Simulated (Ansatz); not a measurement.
# A hypothetical structure for Te3P4, part 2 of 2

This structure for Te3P4 is made up. Its elements were placed in a known structure type with a cell scaled to their sizes. What cell does the guess relax to, and how far off was it?

Ansatz 0.2.0; DFT, PBEsol, plane-wave PAW, files of the set soft_1, scalar-relativistic, no spin, cell and ions relaxed at zero pressure; PAW set soft_1 (the session's first sound run).

So far: The structure; Relaxation of the guess.

### Step 3. Bands of the relaxed cell

With the geometry fixed, one more self-consistent run, with a narrower smearing and the mesh shown in its input, gives the bands, and its pressure, and its forces where symmetry allows any, show how far the geometry depends on these settings.

This step: DFT, PBEsol, plane-wave PAW, files of the set soft_1, scalar-relativistic, no spin, bands and density of states at the relaxed cell; PAW set soft_1 (Ansatz 0.2.0).

Input file input.yaml:

```yaml
crystal:
  lattice:
    - [6.5580329085, -1.9779277677, 0.8726153479]
    - [6.5580329085, 1.9779277677, 0.8726153479]
    - [-1.9704395421, 0.0, 5.9208399332]
  atoms:
    - { symbol: Te, position: [0.0, 0.0, 0.0] }
    - { symbol: Te, position: [0.6994237954, 0.6994237954, 0.7326603685] }
    - { symbol: Te, position: [0.3005762046, 0.3005762046, 0.2673396315] }
    - { symbol: P, position: [0.6553137204, 0.6553137204, 1.1202275892] }
    - { symbol: P, position: [0.3446862796, 0.3446862796, -0.1202275892] }
    - { symbol: P, position: [0.9300667524, 0.9300667524, 0.5523689181] }
    - { symbol: P, position: [0.0699332476, 0.0699332476, 0.4476310819] }
kpoints:
  mp_grid: { grid: [8, 8, 6] }
  band_path:
    path:
      - [[0.0, 0.0, 0.0], [0.5, 0.5, -1.0], [-0.37377099, -0.37377099, -1.25657783], [0.5, 0.5, -0.5], [0.73606385, 0.26393615, -0.5]]
      - [[0.26393615, -0.26393615, 0.5], [0.0, 0.0, 0.5], [1.37377099, 1.37377099, 0.25657783]]
      - [[0.5, 0.5, -1.0], [0.64114528, 0.35885472, -1.0]]
      - [[0.35885472, -0.35885472, 0.0], [0.0, 0.0, 0.0], [0.5, 0.0, -0.5]]
      - [[0.5, 0.0, 0.0], [0.0, 0.0, 0.0]]
    npoints: 8
scf:
  occupations: { method: fermi_dirac, width: 0.03 }
  n_extra_bands: 11
hamiltonian:
  xc: pbesol
  pseudopotentials: { kind: paw, azcp: { folder: soft_1 }, xc_functional: pbe }
output:
  forces: true
  stress: true
  write_bands: true
  dos: { projected: true }
  write_density: true
  write_potential: true
  elf: true
  volumetric_format: npy
```

The run is started by

```
> ansatz run input.yaml --threads 4 --pin off --max-ram 10240MiB --backend cpu --events-out ev --progress --plain --runs-dir out
```

Numbers of over 12 decimals in the logs are rounded to 6 here.

Log:

```text
[...]
Crystal: 7 atoms, lattice volume = 160.404 Å³
Basis set: ecut = 420 eV, 3145 PW (Γ), exchange–correlation on 96×96×90 points (8 copies of the dense FFT grid, shifted against one another)
Bands: 45, of which v1, the nominal top of the filled ones, is band 34 counted from 1 (33 counted from 0)
Symmetry: 4 space group operations
[...]
k-points: 114 of 384
[...]
SCF iter   1: F=—  HF=-23663.027629 eV  |F-HF|=—  |Δ(HF+E_count)|=         —  Δρ=2.33e-2  dr2=1.44e0  ethr=3.10e-3  ⟨swp⟩=9.2  Hψ=26922  notcnv=0  defer=45
[...]
SCF iter   8: F=-23662.661425 eV  HF=-23662.661425 eV  |F-HF|=1.87e-8  |Δ(HF+E_count)|=   1.43e-7  Δρ=4.96e-6  dr2=7.37e-8  ethr=1.47e-10  ⟨swp⟩=21.2  Hψ=45302  notcnv=0
SCF 1 converged in 8 iterations: F = -23662.661425 eV  dr2 = 7.37e-8
[...]
NSCF: frozen V_eff on 85 k-points
SCF converged after 8 iterations
Free energy (F): -23662.661425 eV
[...]
Internal energy: -23662.652243 eV  (E = F + TS)
E sigma→0 (E₀):  -23662.656834 eV
Entropy (-TS):   -0.009181 eV (-1.312 meV/atom)
Fermi energy:    9.532547 eV
[...]
--- Forces (eV/Å), atoms counted from 1 ---
  atom   1  Te     0.00000000     0.00000000    -0.00000000
  atom   2  Te     0.02737002     0.00000000     0.04518874
  atom   3  Te    -0.02737002    -0.00000000    -0.04518874
  atom   4  P      0.00857530     0.00000000    -0.05779307
  atom   5  P     -0.00857530    -0.00000000     0.05779307
  atom   6  P     -0.07104863    -0.00000000    -0.03683382
  atom   7  P      0.07104863     0.00000000     0.03683382
  max |Σ_I F_I| component: 0.00e0 eV/Å
--- Stress (GPa, compression-positive) ---
        0.334007      -0.000000       0.459517
       -0.000000       0.321749      -0.000000
        0.459517      -0.000000      -0.577307
  P = ⅓ Tr σ = 0.0261 GPa (0.261 kbar)
--- Band table (eV; the first three rows and the last of 114) ---
  k-point 0: bands = [... 30 lower, 7.9679, 9.2999, 9.5186, 9.8220, 10.1404, 10.8217, 10.9899, 10.9930, ... 7 higher]
  k-point 1: bands = [... 30 lower, 7.8300, 8.8082, 8.8840, 9.6889, 10.4659, 10.5565, 10.7882, 11.1671, ... 7 higher]
  k-point 2: bands = [... 30 lower, 7.2728, 8.0783, 8.2848, 8.9640, 10.1646, 10.7518, 11.4533, 11.4565, ... 7 higher]
  k-point 113: bands = [... 30 lower, 7.9060, 8.4495, 8.7357, 9.2954, 9.5719, 9.5783, 9.8055, 10.3849, ... 7 higher]
```

Elapsed: 17 s, on 4 threads of Arm Neoverse V2, shared host; peak memory 0.9 GiB; 67 s of CPU time.

The column dr2 measures how far the density is from self-consistency, as an energy; F and HF (Harris–Foulkes) agree once it is small.

Numbers from this step:

- free energy: -23662.6614 eV
- energy at zero smearing: -23662.6568 eV
- smearing term TS: 0.009181 eV
- Fermi energy: 9.533 eV
- pressure: 0.02615 GPa

From bands.tsv, the bands that come nearest the Fermi level along the path, at its corners, in eV from the Fermi level:

| point | band 31 | band 32 | band 33 | band 34 | band 35 | band 36 | band 37 | band 38 |
| --- | --- | --- | --- | --- | --- | --- | --- | --- |
| Γ | -1.56 | -0.23 | -0.01 | 0.29 | 0.61 | 1.29 | 1.46 | 1.46 |
| Y | -1.35 | -1.34 | -1.03 | -0.91 | -0.57 | 1.06 | 1.50 | 1.84 |
| F | -1.31 | -1.19 | -1.15 | -0.90 | -0.68 | 0.15 | 1.18 | 1.95 |
| L | -1.63 | -1.08 | -0.80 | -0.24 | 0.04 | 0.05 | 0.27 | 0.85 |
| I | -2.69 | -2.31 | -1.20 | -0.66 | -0.59 | 0.60 | 1.28 | 1.34 |
| I1 | -2.69 | -2.31 | -1.20 | -0.66 | -0.59 | 0.60 | 1.28 | 1.34 |
| Z | -2.11 | -1.95 | -1.92 | -0.63 | 0.56 | 1.30 | 1.98 | 2.05 |
| F1 | -1.31 | -1.19 | -1.15 | -0.90 | -0.68 | 0.15 | 1.18 | 1.95 |
| Y | -1.35 | -1.34 | -1.03 | -0.91 | -0.57 | 1.06 | 1.50 | 1.84 |
| X1 | -1.85 | -0.93 | -0.18 | 0.10 | 0.11 | 1.53 | 1.99 | 2.10 |
| X | -1.85 | -0.93 | -0.18 | 0.10 | 0.11 | 1.53 | 1.99 | 2.10 |
| Γ | -1.56 | -0.23 | -0.01 | 0.29 | 0.61 | 1.29 | 1.46 | 1.46 |
| N | -2.52 | -2.34 | -1.49 | -0.52 | -0.31 | 0.29 | 1.12 | 1.80 |
| M | -2.65 | -0.76 | -0.66 | -0.60 | 0.18 | 1.45 | 2.08 | 2.32 |
| Γ | -1.56 | -0.23 | -0.01 | 0.29 | 0.61 | 1.29 | 1.46 | 1.46 |

Counts of states for the cell as run, both spins, by energy window (eV from the Fermi level):

| from | to | total |
| --- | --- | --- |
| -8 | -7 | 0.85 |
| -7 | -6 | 0.70 |
| -6 | -5 | 3.54 |
| -5 | -4 | 4.41 |
| -4 | -3 | 4.11 |
| -3 | -2 | 4.16 |
| -2 | -1 | 3.84 |
| -1 | 0 | 3.18 |
| 0 | 1 | 3.42 |
| 1 | 2 | 4.20 |
| 2 | 3 | 4.34 |
| 3 | 4 | 4.27 |

Below -8 eV lie 43.1 more states.

Force by atom:

| atom | x (eV/Å) | y (eV/Å) | z (eV/Å) | size |
| --- | --- | --- | --- | --- |
| Te1 | 0.0000 | 0.0000 | 0.0000 | 0.0000 |
| Te2 | 0.0274 | 0.0000 | 0.0452 | 0.0528 |
| Te3 | -0.0274 | 0.0000 | -0.0452 | 0.0528 |
| P4 | 0.0086 | 0.0000 | -0.0578 | 0.0584 |
| P5 | -0.0086 | 0.0000 | 0.0578 | 0.0584 |
| P6 | -0.0710 | 0.0000 | -0.0368 | 0.0800 |
| P7 | 0.0710 | 0.0000 | 0.0368 | 0.0800 |

Valence density in the ac plane of the cell as run, not the conventional one, at fractional y = 0.301, with atoms of Te and P within 0.2 Å of it. It is the smooth field of the valence electrons, not physical close to the nuclei.

Ten steps, logarithmic in the rise over the least value, from '0' (0 e/Å³) to '9' (14 e/Å³), each cell a mean:
```
0000123333211222110
0001232133211111100
0001233233210000000
0011233332100000000
1101122221000000001
1100001100000000011
1000000000000001111
1000000000000111222
1000011110000112332
1001233321000012332
1012467532000012221
0123799742000001111
0124899741000001110
1124687531000001111
1112444321000111111
1011223221111122221
0000123332111222211
```
Columns run along a (6.9 Å), rows up along c (6.2 Å). Atoms in or near the plane, at fractional coordinates: Te at (0.30, 0.27), P at (0.34, 0.88).

ELF in the ac plane of the cell as run, not the conventional one, at fractional y = 0.301, with atoms of Te and P within 0.2 Å of it. It is the smooth field of the valence electrons, not physical close to the nuclei.

Values, 9 rows by 16 columns, each cell a mean:
```
0.10 0.08 0.13 0.38 0.66 0.47 0.25 0.60 0.76 0.47 0.42 0.52 0.54 0.48 0.30 0.16
0.24 0.22 0.24 0.50 0.73 0.48 0.41 0.75 0.69 0.29 0.18 0.24 0.24 0.16 0.12 0.17
0.35 0.28 0.19 0.27 0.51 0.67 0.68 0.53 0.26 0.15 0.17 0.15 0.11 0.12 0.20 0.31
0.36 0.18 0.08 0.07 0.10 0.14 0.13 0.11 0.18 0.34 0.41 0.36 0.37 0.46 0.56 0.53
0.51 0.17 0.13 0.32 0.45 0.46 0.40 0.29 0.22 0.29 0.38 0.47 0.63 0.77 0.84 0.80
0.30 0.18 0.44 0.53 0.39 0.32 0.44 0.53 0.35 0.14 0.15 0.33 0.58 0.74 0.77 0.62
0.15 0.33 0.51 0.30 0.07 0.06 0.30 0.53 0.39 0.10 0.06 0.14 0.25 0.31 0.27 0.18
0.27 0.34 0.46 0.39 0.30 0.36 0.50 0.47 0.22 0.11 0.21 0.34 0.35 0.34 0.33 0.32
0.21 0.16 0.22 0.36 0.56 0.73 0.74 0.62 0.45 0.33 0.46 0.54 0.53 0.54 0.48 0.35
```
Columns run along a (6.9 Å), rows up along c (6.2 Å). Atoms in or near the plane, at fractional coordinates: Te at (0.30, 0.27), P at (0.34, 0.88).

Electrostatic potential energy in the ac plane of the cell as run, not the conventional one, at fractional y = 0.301, with atoms of Te and P within 0.2 Å of it. With pseudopotentials it is smooth inside the atoms' cores, unlike the true potential.

Ten even steps from '_' (-28 eV) to '@' (13 eV), each cell a mean:
```
@@@@@@@@%%**..____==%%@@%%%%##%%%%@@@@
@@@@@@@@%%--______::##@@@@%%%%@@@@@@@@
@@@@@@@@##::______==%%@@@@@@@@@@@@@@@@
@@@@@@@@%%++....==##@@@@@@@@@@@@@@@@@@
@@@@@@@@@@%%####%%@@@@@@@@@@@@@@@@@@@@
@@@@@@@@@@@@@@@@@@@@@@@@@@@@@@@@@@@@@@
@@@@@@@@@@@@@@@@@@@@@@@@@@@@@@@@@@@@@@
@@@@@@@@@@@@@@@@@@@@@@@@@@@@@@@@%%##%%
@@@@@@@@@@%%%%%%@@@@@@@@@@@@@@%%****##
@@@@@@@@##++==++##@@@@@@@@@@@@##****%%
@@@@@@##::..::..==%%@@@@@@@@@@%%##%%@@
@@@@%%==::%%@@----##@@@@@@@@@@@@@@@@@@
@@@@##::==@@@@----%%@@@@@@@@@@@@@@@@@@
@@@@%%--..++--..**%%@@@@@@@@@@@@@@@@@@
@@@@%%**--..::++%%@@@@@@@@@@%%%%%%@@@@
@@@@@@%%######%%%%@@@@@@@@%%##%%%%%%@@
@@@@@@@@@@%%**++++##%%@@%%######%%@@@@
```
Columns run along a (6.9 Å; values clipped at the 3rd and 97th percentile), rows up along c (6.2 Å). Atoms in or near the plane, at fractional coordinates: Te at (0.30, 0.27), P at (0.34, 0.88).

### Step 4. Results

| Item | Value |
| --- | --- |
| space group, relaxed | C2/m |
| conventional cell | a = 13.232, b = 3.956, c = 6.240 Å; α = 90.0°, β = 100.8°, γ = 90.0° |
| volume per atom | 22.91 Å³ (guess 22.39) |

What this shows: Te3P4 relaxes to C2/m with a = 13.232, b = 3.956 and c = 6.240 Å. The guessed volume was 2 % too small. The space group C2/m was held in the relaxation, so the end point is a stationary structure within it and may be a saddle against distortions or other arrangements. Bands cross the Fermi level, so it is a metal or semimetal at this level. On the 8×8×6 mesh with the narrower smearing (relaxed on 8×8×4) the largest force component is 0.071 eV/Å and the largest stress component is 0.577 GPa, against the relaxation's thresholds of 0.015 eV/Å and 0.05 GPa. The cutoff wasn't tested. A vector of the cell changed its length by 11 %, more than the volume shows. Spin-orbit coupling is left out, which can matter for elements this heavy. No dispersion term is used, so weakly bound directions may come out too long. Nothing here tests whether the compound is stable against decomposition.

[Logs are printed without paths, hosts, clocks, repeated set-up lines and the standing remarks that a program may print on its own settings, such as how far it seeks lower states.]

[Hosts, paths, dates, database ids (printed as entryN), source tags and the programs' standing remarks are cut or masked in the printed files.]
